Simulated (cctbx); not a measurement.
# From intensities to atoms

Cell a = 10.1420 Å, b = 10.1420 Å, c = 10.1420 Å, α = 90.00°, β = 90.00°, γ = 90.00°; space group Fd-3m (no. 227, origin choice 1); content Ir16 Ca16 O56.

The data are simulated with cctbx, not measured: Mo Kα, λ = 0.71073 Å, to d = 0.7 Å, 70 % of the full sphere, strongest reflection 5000 counts, noise from counting, a 2 % proportional error and a noise floor of 15 counts (s.d.); no absorption.

Charge flipping in P1 on plain amplitudes to 0.8 Å, δ = 1.2 σ, 30 % of the reflections treated as weak, 300 cycles:

```text
cycle      R  skewness
    0  0.509     0.80
   25  0.310     4.74
   50  0.296     4.42
   75  0.299     4.32
  100  0.291     4.37
  125  0.294     4.36
  150  0.302     4.36
  175  0.309     4.38
  200  0.283     4.31
  225  0.299     4.36
  250  0.283     4.28
  275  0.282     4.26
origin shift          correlation  skewness
 0.328  0.159  0.026      0.926     10.60
 0.078  0.159  0.275      0.924      7.72
 0.078  0.409  0.275      0.924      4.80
 0.328  0.409  0.026      0.923      4.85
taken: symmetry correlation 0.926, skewness 10.60
peak      x       y       z  mult  height/sigma
Q1    0.1250  0.1250  0.6250   16     21.7
Q2    0.1250  0.1250  0.1250   16      5.3
Q3    0.0000  0.0000  0.3084   48      1.5
Q4    0.0435  0.1816  0.6816   96      1.0
Q5    0.0000  0.0000  0.0000    8      1.0
Q6    0.0000  0.0000  0.4265   48      0.8
Q7    0.0626  0.0626  0.5626   32      0.8
Q8    0.0655  0.0655  0.4345   32      0.7
Q9    0.0652  0.0652  0.0652   32      0.7
```

The origin is taken among those within 0.04 of the best correlation, by the skewness of the map.

Run time: 2.2 s on 1 thread of AMD EPYC 7B13 (Zen 3), on a shared host, peak memory 0.08 GiB.

**Question.** Which peaks are atoms, and which elements?

Heights go roughly as Z and multiplicities must add up to the content. First model: Q1 = Ir1 (16 in the cell, height 21.7), Q2 = Ca1 (16 in the cell, height 5.3), Q3 = O1 (48 in the cell, height 1.5) and Q5 = O2 (8 in the cell, height 1.0). Against the true structure, Q1 is Ir, Q2 is Ca, Q3 is O and Q5 is O; the other peaks are not atoms.

Least squares on F², isotropic:

```text
Rint 0.051, 99 unique reflections to 0.70 A
cycle     R1     wR2    GooF  max shift (A)
   1  0.1647  0.3278  19.593   0.12291
   2  0.0097  0.0169   1.008   0.00006
final R1 0.0097 wR2 0.0169 GooF 1.008  parameters 5  data/parameter 19.8
atom        x        y        z      Ueq    occ   su(xyz)  su(Uiso or U11)
Ir1    0.12500  0.12500  0.62500   0.0043  1.000  0.00000  0.0001
Ca1    0.12500  0.12500  0.12500   0.0075  1.000  0.00000  0.0002
O1     0.00000  0.00000  0.29628   0.0086  1.000  0.00037  0.0008
O2     0.00000  0.00000  0.00000   0.0094  1.000  0.00000  0.0018
difference map: max 3.26 min -1.50 rms 0.43
Q1    0.0000  0.0000  0.0000    8    3.26  0.00 A from O2
Q2    0.0000  0.0000  0.5000    8    2.54  2.07 A from O1
Q3    0.1089  0.1089  0.3911   32    1.06  1.83 A from O1
Q4    0.0988  0.0988  0.5988   32    0.93  0.46 A from Ir1
Q5    0.0005  0.1425  0.1425   96    0.88  1.29 A from Ca1
```

Anisotropic refinement:

```text
Rint 0.051, 99 unique reflections to 0.70 A
cycle     R1     wR2    GooF  max shift (A)
   1  0.0097  0.0169   1.031   0.00005
   2  0.0095  0.0165   1.006   0.00000
final R1 0.0095 wR2 0.0165 GooF 1.006  parameters 9  data/parameter 11.0
atom        x        y        z      Ueq    occ   su(xyz)  su(Uiso or U11)
Ir1    0.12500  0.12500  0.62500   0.0043  1.000  0.00000  0.0001
Ca1    0.12500  0.12500  0.12500   0.0075  1.000  0.00000  0.0002
O1     0.00000  0.00000  0.29628   0.0085  1.000  0.00036  0.0010
O2     0.00000  0.00000  0.00000   0.0082  1.000  0.00000  0.0018
difference map: max 3.10 min -2.59 rms 0.60
Q1    0.0996  0.0996  0.5996   32    3.10  0.45 A from Ir1
Q2    0.1005  0.1005  0.1005   32    2.92  0.43 A from Ca1
Q3    0.0000  0.0000  0.0000    8    2.73  0.00 A from O2
Q4    0.0000  0.0000  0.5000    8    2.54  2.07 A from O1
Q5    0.0550  0.0550  0.0550   32    1.88  0.97 A from O2
Q6    0.0832  0.1414  0.8586   96    1.42  1.60 A from O1
```

**Reading.** The refinement ends at R1 = 0.0095, wR2 = 0.0165, GooF = 1.01, with difference density between -2.59 and 3.10 e/Å³. Every site matches the true model in element, within 0.001 Å r.m.s., up to an allowed shift of origin.

True model:

| atom | mult. | x | y | z | Ueq (Å²) |
| --- | --- | --- | --- | --- | --- |
| Ir1 | 16 | 1/8 | 1/8 | 1/8 | 0.0043 |
| Ca1 | 16 | 1/8 | 5/8 | 1/8 | 0.0076 |
| O1 | 48 | 0.7037 | 0 | 1/2 | 0.0086 |
| O2 | 8 | 1/4 | 3/4 | 1/4 | 0.0103 |

The model is made up (kin elements in a known structure type, no relaxation), so it says nothing on whether the phase exists.

[Middle refinement cycles are left out of these outputs.]

[Logs are printed without paths, hosts, clocks, repeated set-up lines and the standing remarks that a program may print on its own settings, such as how far it seeks lower states.]
